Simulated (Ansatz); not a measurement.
# LaPb3 (Pm-3m): electron–phonon coupling and resistivity, part 2 of 2

Aim: how strongly do electrons couple to phonons in LaPb3 (Pm-3m), and what resistivity does that give?

Ansatz 0.2.0; DFT PBEsol, scalar-relativistic, plane waves, PAW; PAW set soft_1.

So far, coupling constant λ: step 3 (resistivity: q 2×2×2, k 4×4×4, scattering 8×8×8) 0.543. Also resistivity at 300 K (μΩ cm): step 3 17.2. The relaxed cell has a = 4.881 Å (conventional setting).

### 4. Coupling and resistivity: q 2×2×2, k 6×6×6, scattering 8×8×8

The next rung changes the k mesh of the density and its response.

File input.yaml:

```yaml
crystal:
  lattice:
    - [4.8813053688, 0.0, 0.0]
    - [0.0, 4.8813053688, 0.0]
    - [0.0, 0.0, 4.8813053688]
  atoms:
    - { symbol: La, position: [0.0, 0.0, 0.0] }
    - { symbol: Pb, position: [0.0, 0.5, 0.5] }
    - { symbol: Pb, position: [0.5, 0.0, 0.5] }
    - { symbol: Pb, position: [0.5, 0.5, 0.0] }
kpoints:
  mp_grid: { grid: [6, 6, 6] }
hamiltonian:
  xc: pbesol
  pseudopotentials: { kind: paw, azcp: { folder: soft_1 }, xc_functional: pbe }
scf:
  occupations: { method: methfessel_paxton, width: 0.2 }
output:
  eigenvalues: true
phonons:
  method: dfpt
  qmesh: [2, 2, 2]
  temperatures: { t_max: 1000, t_step: 50 }
  qpath:
    path:
      - [[0.0, 0.0, 0.0], [0.0, 0.5, 0.0], [0.5, 0.5, 0.0], [0.0, 0.0, 0.0], [0.5, 0.5, 0.5], [0.0, 0.5, 0.0]]
      - [[0.5, 0.5, 0.5], [0.5, 0.5, 0.0]]
    npoints: 6
  electrical_resistivity:
    mesh: [8, 8, 8]
    temperatures: [20.0, 50.0, 80.0, 100.0, 150.0, 200.0, 273.0, 300.0, 400.0, 500.0, 600.0, 800.0]
  superconductivity: { mesh: [8, 8, 8] }
```

Command:

```
$ ansatz run input.yaml --threads 16 --pin off --max-ram 92160MiB --backend cuda --events-out ev --progress --plain --runs-dir out --max-vram 78GiB
```

Numbers of over 12 decimals in the logs are rounded to 6 here.

The program printed:

```text
[...]
Crystal: 4 atoms, lattice volume = 116.308 Å³
Basis set: ecut = 420 eV, 2301 PW (Γ), exchange–correlation on 72×72×72 points (8 copies of the dense FFT grid, shifted against one another)
Bands: 32, of which v1, the nominal top of the filled ones, is band 27 counted from 1 (26 counted from 0)
Symmetry: 48 space group operations
k-points: 20 of 216
[...]
0.12      1.172         1.199         1.075         1.075         1.099         1.100          1.099
      0.13      1.011         1.033         0.915         0.917         0.939         0.941          0.939
      0.14      0.863         0.881         0.771         0.775         0.793         0.797          0.793
      0.16      0.604         0.616         0.527         0.535         0.547         0.554          0.548
      0.20      0.242         0.246         0.205         0.215         0.219         0.228          0.220
[...]
vibrations of 8 cells: unjudged by the run; compare a larger repeat
[...]
[key lines of the parts left out:]
SCF converged after 14 iterations
```

The job ended after 21 s (1 × NVIDIA GB200 with 16 threads of Arm Neoverse V2, shared host; peak memory 4.1 GiB).

This step gave:

| Item | Value |
| --- | --- |
| zero point energy | 0.05248 eV/cell |
| highest frequency, solved or plainly interpolated | 119.1 cm⁻¹ |
| Debye temperature (second moment) | 138 K |
| resistivity at 300 K | 17.51 μΩ cm |
| coupling constant λ | 0.5499 |
| density of states at the Fermi level | 1.095 states/eV a spin and cell |
| log mean phonon energy ħω_log | 7.645 meV |
| transport coupling constant λ_tr | 0.5435, 0.5435, 0.5435 (xx, yy, zz) |
| Drude plasma energy | 6.388, 6.388, 6.388 eV (xx, yy, zz) |
| resistivity times mean free path | 11.64, 11.64, 11.64 × 10⁻¹⁶ Ω m² (xx, yy, zz) |
| second-moment phonon energy ħω₂ | 8.598 meV |

By its own test the run is not converged in the mesh. λ = 0.550 and 17.5 μΩ cm at 300 K, against 0.543 and 17.2 in the run with q 2×2×2, k 4×4×4, scattering 8×8×8 (+1.2 % and +1.5 %).

### 5. Resistivity: q 3×3×3, k 9×9×9, scattering 12×12×12

The next rung changes the q mesh, which sets the reach of the force constants and couplings; the k mesh of the density and its response; the scattering mesh, which samples the Fermi surface.

input.yaml, as its differences from that of step 4:

```diff
@@ -11,3 +11,3 @@
 kpoints:
-  mp_grid: { grid: [6, 6, 6] }
+  mp_grid: { grid: [9, 9, 9] }
 hamiltonian:
@@ -21,3 +21,3 @@
   method: dfpt
-  qmesh: [2, 2, 2]
+  qmesh: [3, 3, 3]
   temperatures: { t_max: 1000, t_step: 50 }
@@ -29,4 +29,4 @@
   electrical_resistivity:
-    mesh: [8, 8, 8]
+    mesh: [12, 12, 12]
     temperatures: [20.0, 50.0, 80.0, 100.0, 150.0, 200.0, 273.0, 300.0, 400.0, 500.0, 600.0, 800.0]
-  superconductivity: { mesh: [8, 8, 8] }
+  superconductivity: { mesh: [12, 12, 12] }
```

The program printed:

```text
[...]
Crystal: 4 atoms, lattice volume = 116.308 Å³
Basis set: ecut = 420 eV, 2301 PW (Γ), exchange–correlation on 72×72×72 points (8 copies of the dense FFT grid, shifted against one another)
Bands: 32, of which v1, the nominal top of the filled ones, is band 27 counted from 1 (26 counted from 0)
Symmetry: 48 space group operations
k-points: 35 of 729
[...]
0.12      2.447         2.525         2.308         2.307         2.328         2.328          2.328
      0.13      2.221         2.289         2.069         2.068         2.089         2.089          2.089
      0.14      2.004         2.063         1.844         1.843         1.863         1.863          1.863
      0.16      1.601         1.645         1.437         1.437         1.456         1.456          1.455
      0.20      0.929         0.951         0.796         0.797         0.812         0.813          0.812
[...]
vibrations of 27 cells: unjudged by the run; compare a larger repeat
[...]
[key lines of the parts left out:]
SCF converged after 13 iterations
```

Run time: 42 s. Hardware: 1 × NVIDIA GB200 with 16 threads; peak memory 5.4 GiB.

Numbers from this step:

* zero point energy: 0.05285 eV/cell
* highest frequency, solved or plainly interpolated: 120.3 cm⁻¹
* Debye temperature (second moment): 139 K
* resistivity at 300 K: 20.03 μΩ cm
* coupling constant λ: 0.686
* density of states at the Fermi level: 1.361 states/eV a spin and cell
* log mean phonon energy ħω_log: 7.621 meV
* transport coupling constant λ_tr: 0.6732, 0.6732, 0.6732 (xx, yy, zz)
* Drude plasma energy: 6.468, 6.468, 6.468 eV (xx, yy, zz)
* resistivity times mean free path: 10.45, 10.45, 10.45 × 10⁻¹⁶ Ω m² (xx, yy, zz)
* second-moment phonon energy ħω₂: 8.625 meV

Some points of the scattering mesh along the symmetry lines, up to three branches each (those of largest λ), at most 39 rows; the frequencies are those of the scattering step, which can differ from the solved and plainly interpolated ones; single rows converge slowly. Mode couplings:

```csv
q1,q2,q3,branch,ħω (meV),λ_q,half width (meV)
0.0833,0.5,0,6,8.91,0.0852,0.0289
0.0833,0.5,0,8,9.5,0.0768,0.0296
0.0833,0.5,0,10,10.34,0.0853,0.039
0.25,0.25,0,1,3.26,0.0722,0.00327
0.25,0.25,0,4,7.5,0.0793,0.019
0.25,0.25,0,5,7.63,0.0787,0.0196
0.3333,0.3333,0.3333,1,4.94,0.0733,0.00765
0.3333,0.3333,0.3333,3,6.31,0.0756,0.0129
0.3333,0.3333,0.3333,4,6.31,0.0756,0.0129
0,0.5,0,5,8.04,0.0913,0.0252
0,0.5,0,6,9.03,0.127,0.0442
0,0.5,0,10,9.72,0.161,0.0652
0.5,0.5,0,2,5.83,0.126,0.0183
0.5,0.5,0,3,5.83,0.126,0.0183
0.5,0.5,0,10,10.37,0.114,0.0525
```

By its own test the run is not converged in the mesh. λ = 0.686 and 20.0 μΩ cm at 300 K, against 0.550 and 17.5 in the run with q 2×2×2, k 6×6×6, scattering 8×8×8 (+24.7 % and +14.4 %). N(E_F) moves by +24.3 % and the coupling-weighted phonon energy by +0.3 %; λ goes as N/ω², which would give +23.5 % if the matrix elements stayed. By the run's own test λ moves by 24 % between its two finest scattering meshes.

### 6. Electron–phonon run: q 3×3×3, k 12×12×12, scattering 16×16×16

The next rung changes the k mesh of the density and its response; the scattering mesh, which samples the Fermi surface.

input.yaml, as its differences from that of step 5:

```diff
@@ -11,3 +11,3 @@
 kpoints:
-  mp_grid: { grid: [9, 9, 9] }
+  mp_grid: { grid: [12, 12, 12] }
 hamiltonian:
@@ -29,4 +29,4 @@
   electrical_resistivity:
-    mesh: [12, 12, 12]
+    mesh: [16, 16, 16]
     temperatures: [20.0, 50.0, 80.0, 100.0, 150.0, 200.0, 273.0, 300.0, 400.0, 500.0, 600.0, 800.0]
-  superconductivity: { mesh: [12, 12, 12] }
+  superconductivity: { mesh: [16, 16, 16] }
```

The program printed:

```text
[...]
Crystal: 4 atoms, lattice volume = 116.308 Å³
Basis set: ecut = 420 eV, 2301 PW (Γ), exchange–correlation on 72×72×72 points (8 copies of the dense FFT grid, shifted against one another)
Bands: 32, of which v1, the nominal top of the filled ones, is band 27 counted from 1 (26 counted from 0)
Symmetry: 48 space group operations
k-points: 84 of 1728
[...]
0.12      2.268         2.338         2.130         2.130         2.149         2.149          2.149
      0.13      2.050         2.110         1.901         1.901         1.919         1.919          1.919
      0.14      1.841         1.893         1.685         1.685         1.704         1.704          1.704
      0.16      1.455         1.493         1.299         1.299         1.316         1.316          1.316
      0.20      0.819         0.838         0.699         0.700         0.713         0.714          0.714
[...]
vibrations of 27 cells: unjudged by the run; compare a larger repeat
[...]
[key lines of the parts left out:]
SCF converged after 13 iterations
```

Elapsed: 58 s, on 1 × NVIDIA GB200 with 16 threads; peak memory 5.4 GiB; 7.4 min of CPU time.

This step gave:

```yaml
zero_point_energy: 0.05163 eV/cell
highest_frequency_solved_or_plainly_interpolated: 119.7 cm⁻¹
debye_temperature_second_moment: 136 K
resistivity_at_300_k: 18.88 μΩ cm
coupling_constant_lambda: 0.6694
density_of_states_at_the_fermi_level: 1.326 states/eV a spin and cell
log_mean_phonon_energy_omega_log: 7.576 meV
transport_coupling_constant_lambda_tr: 0.6599, 0.6599, 0.6599 (xx, yy, zz)
drude_plasma_energy: 6.552, 6.552, 6.552 eV (xx, yy, zz)
resistivity_times_mean_free_path: 10.46, 10.46, 10.46 × 10⁻¹⁶ Ω m² (xx, yy, zz)
second_moment_phonon_energy_omega: 8.595 meV
```

Solved on the 3×3×3 mesh alone; all other wavevectors are interpolated. The phonon branches at the labelled points (cm⁻¹):

```
    point  branch 1  branch 2  branch 3  branch 4  branch 9  branch 10  branch 11  branch 12
        Γ         0         0         0        59        71        119        119        119
  halfway        28        28        42        57        71        104        111        111
        X        44        44        50        50        75         77        102        102
  halfway        39        49        52        57        81         90         95        103
        M        37        51        51        55        76         84        106        106
  halfway        27        39        57        59        78         94        102        112
        Γ         0         0         0        59        71        119        119        119
  halfway        33        33        54        54        79         80        111        111
        R        36        36        54        54        77        120        120        120
  halfway        43        44        48        55        76         98        105        110
        X        44        44        50        50        75         77        102        102
jump to R        36        36        54        54        77        120        120        120
  halfway        37        51        53        53        78        106        113        113
        M        37        51        51        55        76         84        106        106
```

By its own test the run is not converged in the mesh. λ = 0.669 and 18.9 μΩ cm at 300 K, against 0.686 and 20.0 in the run with q 3×3×3, k 9×9×9, scattering 12×12×12 (-2.4 % and -5.7 %). The run's own test puts 7 % between its two finest meshes on the component of the resistivity at 300 K that moves most, more than that change. By the run's own test λ moves by 17 % between its two finest scattering meshes.

### 7. The ladder

Times are for 1 × NVIDIA GB200 with 16 threads of Arm Neoverse V2, shared host. Results by setting:

```
no.                                       run  resistivity at 300 K (μΩ cm)  coupling constant λ  log mean phonon energy ħω_log (meV)  time  memory (GiB)
  1        q 2×2×2, k 4×4×4, scattering 8×8×8                         17.25               0.5435                                7.549  23 s           4.1
  2        q 2×2×2, k 6×6×6, scattering 8×8×8                         17.51               0.5499                                7.645  21 s           4.1
  3     q 3×3×3, k 9×9×9, scattering 12×12×12                         20.03                0.686                                7.621  42 s           5.4
  4  q 3×3×3, k 12×12×12, scattering 16×16×16                         18.88               0.6694                                7.576  58 s           5.4
```

The runs together, line α²F. Eliashberg function α²F, α²F against phonon energy; read off at these points:

```csv
phonon energy (meV),"q 2×2×2, k 4×4×4, scattering 8×8×8","q 2×2×2, k 6×6×6, scattering 8×8×8","q 3×3×3, k 9×9×9, scattering 12×12×12","q 3×3×3, k 12×12×12, scattering 16×16×16"
1.0,1.1e-4,1.1e-4,4.1e-4,0.00113
2.0,0.00397,0.00386,0.00643,0.00648
3.0,0.0132,0.0122,0.0193,0.0197
4.0,0.0396,0.0350,0.0513,0.0508
5.0,0.150,0.193,0.191,0.167
6.0,0.189,0.200,0.173,0.142
6.5,0.356,0.369,0.408,0.375
7.0,0.449,0.439,0.525,0.569
7.2,0.313,0.255,0.561,0.505
7.6,0.360,0.323,0.376,0.342
8.0,0.381,0.309,0.400,0.385
8.8,0.388,0.394,0.460,0.467
9.0,0.353,0.404,0.449,0.428
10.0,0.222,0.240,0.263,0.255
11.0,0.186,0.138,0.209,0.188
12.0,0.103,0.0883,0.131,0.135
13.0,0.251,0.226,0.290,0.277
14.0,0.113,0.183,0.220,0.217
```

### 8. Outcome

```yaml
run: PBEsol, q 3×3×3, k 12×12×12, scattering 16×16×16
coupling_constant_lambda: 0.669
log_mean_phonon_energy_omega_log: 7.58 meV
states_at_the_fermi_level: 1.33 states/eV/spin/cell
resistivity_at_300_k: 18.9 μΩ cm
drude_plasma_energy: 6.55 eV
resistivity_times_mean_free_path: 10.5 × 10⁻¹⁶ Ω m²
change_between_its_two_finest_scattering_meshes: λ 17 %, resistivity at 300 K 7 %
time_of_that_run: 58 s
```

On the last rung that gave a resistivity at the base settings (q 3×3×3, k 12×12×12, scattering 16×16×16), LaPb3 (Pm-3m) has λ = 0.67 and a phonon-limited resistivity of 18.9 μΩ cm at 300 K. Across the runs of step 7 the resistivity at 300 K runs from 17.2 μΩ cm (q 2×2×2, k 4×4×4, scattering 8×8×8) to 20.0 μΩ cm (q 3×3×3, k 9×9×9, scattering 12×12×12), while the wall time spans a factor of 2.7. The coupling is moderate (λ = 0.67), so phonons raise the electrons' mass at the Fermi surface by about 67 %, if this value holds on finer meshes. By the run's own test λ moves by 17 % between the two scattering meshes. Values of ρ(T) under 50 K rest on the softest modes, mostly interpolated ones, and are the least sure of the table. The high-temperature form ρ = 2π k_B T λ_tr/(ħ ε₀ ω_p²) gives 18.6 μΩ cm along x at 300 K, against 18.9 from the Boltzmann equation. By their share in the modes' patterns, Pb atoms take 77 % of λ. The three lowest branches give 32 % of λ. By the run's own test, which takes the component that moves most, the resistivity at 300 K moves by 7 % between its two finest scattering meshes, so it is not converged. In the run quoted no mode is imaginary at the wavevectors of the 3×3×3 mesh; wavevectors off that mesh are interpolated. Only scattering by harmonic phonons counts; impurities, grain boundaries and thermal expansion are left out. Spin–orbit coupling, left out here, matters for Pb. The PAW files were made for PBE; under other functionals the run regenerates their frozen core.

[Logs are printed without paths, hosts, clocks, repeated set-up lines and the standing remarks that a program may print on its own settings, such as how far it seeks lower states.]

[Hosts, paths, dates, database ids (printed as entryN), source tags and the programs' standing remarks are cut or masked in the printed files.]
